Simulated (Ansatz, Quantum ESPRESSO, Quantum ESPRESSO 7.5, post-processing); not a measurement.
# The work function of Zn(0001), 6 layers, level by level

Aim: the work function of each face of Zn(0001), 6 layers, and how it moves with functional, pseudopotentials and boundary condition.

Method: plane-wave DFT, PBE, GBRV ultrasoft pseudopotentials (cross-check by Ansatz 0.2.0 with PAW datasets), in Quantum ESPRESSO 7.5.

**Measured values to reproduce.**

“Anisotropic work function of elemental crystals” (2019, arxiv:1902.07811) quotes from earlier work for Zn (polycrystalline sample, no single face): work function, loosely compared (polycrystalline sample, no single face) 4.33 eV.

## 1. Starting point

The cell holds 6 atoms: 6 Zn. Cell: a = 2.660 Å, b = 2.660 Å, c = 28.342 Å, α = 90.0°, β = 90.0°, γ = 60.0°. It derives from Zn. Vacuum lies along c.

## 2. Relaxing the ions

BFGS moves the free atoms until their forces fall under forc_conv_thr; those flagged 0 0 0 are held.

The input, relax.in:

```
&control
  prefix = 'relax'
  outdir = './out'
  pseudo_dir = './pseudo'
  nstep = 40
  forc_conv_thr = 0.001
  calculation = 'relax'
/
&system
  ibrav = 0
  nat = 6
  ntyp = 1
  ecutwfc = 40
  ecutrho = 200
  occupations = 'smearing'
  smearing = 'mv'
  degauss = 0.02
/
&electrons
  conv_thr = 1e-07
  mixing_beta = 0.4
  electron_maxstep = 120
  mixing_mode = 'local-TF'
/
&ions
/
ATOMIC_SPECIES
  Zn  65.3800  zn_pbe_v1.uspp.F.UPF
CELL_PARAMETERS angstrom
  2.66000000000000 0.00000000000000 0.00000000000000
  1.33000000000000 2.30362757406661 0.00000000000000
  0.00000000000000 0.00000000000000 28.34240000000000
ATOMIC_POSITIONS crystal
  Zn  0.666666666700 0.666666666700 0.282262617139
  Zn  0.000000000000 0.000000000000 0.369357570283
  Zn  0.666666666700 0.666666666700 0.456452523428 0 0 0
  Zn  0.000000000000 0.000000000000 0.543547476572 0 0 0
  Zn  0.666666666700 0.666666666700 0.630642429717
  Zn  0.000000000000 0.000000000000 0.717737382861
K_POINTS automatic
  12 12 1 0 0 0
```

Command:

```sh
OMP_NUM_THREADS=1 mpirun -n 8 pw.x -nk 8 -in relax.in > relax.out
```

The runs that follow: ground state; potential by pp.x; planar and running averages; density by pp.x; projected density of states; ground state: open boundaries by the effective screening medium; SCF with pw.x: PBEsol, PseudoDojo norm-conserving; electrostatic potential; self-consistent run: PBE, SPMS norm-conserving; self-consistent run: PBE, SG15 norm-conserving; cross-check with Ansatz; all levels side by side; SCF with pw.x, with ecutwfc = 32 and ecutrho = 160; by hand. Settings of the main run: cutoff 40 Ry, smearing, Marzari-Vanderbilt smearing, smearing width 0.02 Ry, SCF threshold 1.00e-7 Ry, gbrv-pbe-1.5 potentials, 12×12×1 k-mesh, mpi ranks 8, pools 8, omp threads 1.

Q: Predict the work function of the upper face, PBE, GBRV; work function of the lower face, PBE, GBRV; and upper face by ESM.

At the first level (PBE, GBRV ultrasoft) the work function comes to 4.03 eV on both faces. ESM differs from the periodic treatment by +2 meV on the upper face and +2 meV on the lower. Over the levels tried the upper face spans 4.03 eV (QE PBE GBRV, periodic) to 4.13 eV (QE PBEsol PseudoDojo norm-conserving, periodic).

```
work function of the upper face, PBE, GBRV : 4.03 eV
work function of the lower face, PBE, GBRV : 4.03 eV
upper face by ESM                          : 4.03 eV
upper face by Ansatz                       : 4.05 eV
```

Quantum ESPRESSO and Ansatz give 4.03 and 4.05 eV for the upper face, which agree. Ansatz ran with Fermi-Dirac smearing of 0.1 eV against cold smearing of 0.02 Ry, which alone can move a level by some tens of meV. With 12×12 points and so few layers the values hold to some 0.05 to 0.1 eV. The slab is cut at a tabulated measured bulk lattice constant, given to two decimals. A file of the PseudoDojo norm-conserving set has a known flaw or wants a higher cutoff, so those values deserve less trust.

Calculation against experiment:

| quantity | measured | QE PBE GBRV | QE PBE GBRV, ESM bc1 | QE PBEsol PseudoDojo | QE PBE SPMS | QE PBE SG15 | Ansatz PBE PAW |
| --- | --- | --- | --- | --- | --- | --- | --- |
| work function, loosely compared (polycrystalline sample, no single face) (eV) | 4.33 | 4.03 (-0.30 eV) | 4.03 (-0.30 eV) | 4.13 (-0.20 eV) | 4.03 (-0.30 eV) | 4.03 (-0.30 eV) | 4.05 (-0.28 eV) |

Measured values from arxiv:1902.07811 (2019).

**Verdict.** For the work function, set beside that of the polycrystal,, of the levels listed nearest comes QE PBEsol PseudoDojo (-0.20 eV) and farthest QE PBE GBRV (-0.30 eV). A polycrystal averages over faces, so this is a loose comparison.

[Logs are printed without paths, hosts, clocks, repeated set-up lines and the standing remarks that a program may print on its own settings, such as how far it seeks lower states.]

[Hosts, paths, dates, database ids (printed as entryN), source tags and the programs' standing remarks are cut or masked in the printed files.]

[Maps of the electrostatic potential energy from Ansatz leave out the sawtooth potential of an applied field or a dipole correction, so their vacuum need not be flat; planar profiles and work functions include it.]
